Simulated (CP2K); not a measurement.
Two runs for the C K edge of 2-carboxythiophene. Run A: CP2K XAS_TDP, all-electron GAPW, PBEh(45%), aug-cc-pVDZ, TDA, no relativity. Run B differs in one setting.

First lines with a strength over 0.0015. A:

| atom | energy (eV) | states | strength, one atom |
| --- | --- | --- | --- |
| C2 (bonded to C and 2 O) | 283.49 | 1 | 0.0668 |
|  | 288.00 | 1 | 0.0143 |
|  | 288.21 | 1 | 0.0054 |
|  | 289.39 | 1 | 0.0019 |
|  | 289.64 | 1 | 0.0048 |
| C4 (bonded to 2 C and S) | 281.78 | 1 | 0.0312 |
|  | 284.45 | 1 | 0.0391 |
|  | 285.18 | 1 | 0.0163 |
|  | 286.01 | 1 | 0.0077 |
|  | 286.40 | 1 | 0.0025 |
| C5 (bonded to 2 C and H) | 281.08 | 1 | 0.0469 |
|  | 284.29 | 1 | 0.0088 |
|  | 284.92 | 1 | 0.0092 |
|  | 285.54 | 1 | 0.0022 |
|  | 285.86 | 1 | 0.0034 |
| C6 (bonded to 2 C and H) | 281.80 | 1 | 0.0372 |
|  | 283.00 | 1 | 0.0184 |
|  | 284.54 | 1 | 0.0109 |
|  | 285.28 | 1 | 0.0057 |
|  | 285.68 | 1 | 0.0022 |
| C7 (bonded to C, S and H) | 281.50 | 1 | 0.0503 |
|  | 284.88 | 1 | 0.0274 |
|  | 285.25 | 1 | 0.0037 |
|  | 285.31 | 1 | 0.0181 |
|  | 286.29 | 1 | 0.0065 |

B:

| atom | energy (eV) | states | strength, one atom |
| --- | --- | --- | --- |
| C2 (bonded to C and 2 O) | 289.91 | 1 | 0.0654 |
|  | 294.42 | 1 | 0.0140 |
|  | 294.63 | 1 | 0.0053 |
|  | 295.81 | 1 | 0.0018 |
|  | 296.06 | 1 | 0.0047 |
| C4 (bonded to 2 C and S) | 286.77 | 1 | 0.0306 |
|  | 289.44 | 1 | 0.0384 |
|  | 290.17 | 1 | 0.0160 |
|  | 291.00 | 1 | 0.0076 |
|  | 291.40 | 1 | 0.0025 |
| C5 (bonded to 2 C and H) | 286.71 | 1 | 0.0459 |
|  | 289.92 | 1 | 0.0086 |
|  | 290.55 | 1 | 0.0090 |
|  | 291.17 | 1 | 0.0022 |
|  | 291.49 | 1 | 0.0034 |
| C6 (bonded to 2 C and H) | 287.50 | 1 | 0.0365 |
|  | 288.69 | 1 | 0.0180 |
|  | 290.23 | 1 | 0.0107 |
|  | 290.97 | 1 | 0.0056 |
|  | 291.37 | 1 | 0.0022 |
| C7 (bonded to C, S and H) | 286.64 | 1 | 0.0494 |
|  | 290.02 | 1 | 0.0269 |
|  | 290.39 | 1 | 0.0036 |
|  | 290.45 | 1 | 0.0178 |
|  | 291.44 | 1 | 0.0064 |

**Question.** Which was it: scalar relativity switched on, the basis, GW2X switched on, the functional?

GW2X switched on. GW2X shifts an atom's lines together and keeps their spacings. Against PBEh(45%) in aug-cc-pVDZ, the leading lines move by +6.42 eV (C2, to 289.91), +4.99 eV (C4, to 286.77), +5.63 eV (C5, to 286.71), +5.70 eV (C6, to 287.50) and +5.14 eV (C7, to 286.64).

[Hosts, paths, dates, database ids (printed as entryN), source tags and the programs' standing remarks are cut or masked in the printed files.]
